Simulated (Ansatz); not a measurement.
# VSi2: which shell does photoemission see at 21.2 and 1486.7 eV? (PBE)

The valence band of VSi2 mixes several shells. Work out by hand which one leads the spectrum's area at each photon energy.

Filled states come from the projected DOS of Ansatz 0.2.0 (PBE, plane waves); cross sections σ and asymmetry parameters β are those of free atoms in a Dirac–Hartree–Slater calculation. A shell's area is states × σ × angular factor, which is 1 + β·P₂(cos θ) for linear light, with θ = 54.7° from the polarisation and P₂ = 0.001.

**At 21.2 eV** (states counted from 11.2 eV below the zero; other shells add 0.12 to the products' sum of 29):

```
shell  filled states a cell  cross section (Mb an electron)     β  angular factor  product  share by hand (%)  share in the simulated spectrum (%)
 V 3d                 12.93                               2  0.05            1.00     25.8                 89                                   89
Si 3s                  6.00                           0.129  2.00            1.00    0.775                  3                                    3
Si 3p                 15.90                           0.148  0.75            1.00     2.35                  8                                    8
```

**At 1486.7 eV** (states counted from 15.2 eV below the zero; other shells add 0.00037 to the products' sum of 0.00757):

| shell | filled states a cell | cross section (Mb an electron) | β | angular factor | product | share by hand (%) | share in the simulated spectrum (%) |
| --- | --- | --- | --- | --- | --- | --- | --- |
| V 3d | 12.96 | 0.000139 | 0.77 | 1.00 | 0.0018 | 24 | 24 |
| Si 3s | 7.36 | 0.000534 | 2.00 | 1.00 | 0.00394 | 52 | 52 |
| Si 3p | 16.56 | 8.81e-05 | 1.00 | 1.00 | 0.00146 | 19 | 19 |

V 3d leads at 21.2 eV and Si 3s at 1486.7 eV. Between the two energies σ of V 3d changes by a factor 7.0e-5 and that of Si 3s by 0.0041, so their ratio moves 60-fold in favour of the second. The simulated spectrum uses the same rule on the energy-resolved DOS, so the two share columns agree within a few points.

Only crystals where the two columns agree within 4 points and the lead is clear are worked in this form. Free-atom cross sections ignore the solid's final states, no escape depth or background enters, and the count of states a shell hangs on the projection.

[Logs are printed without paths, hosts, clocks, repeated set-up lines and the standing remarks that a program may print on its own settings, such as how far it seeks lower states.]
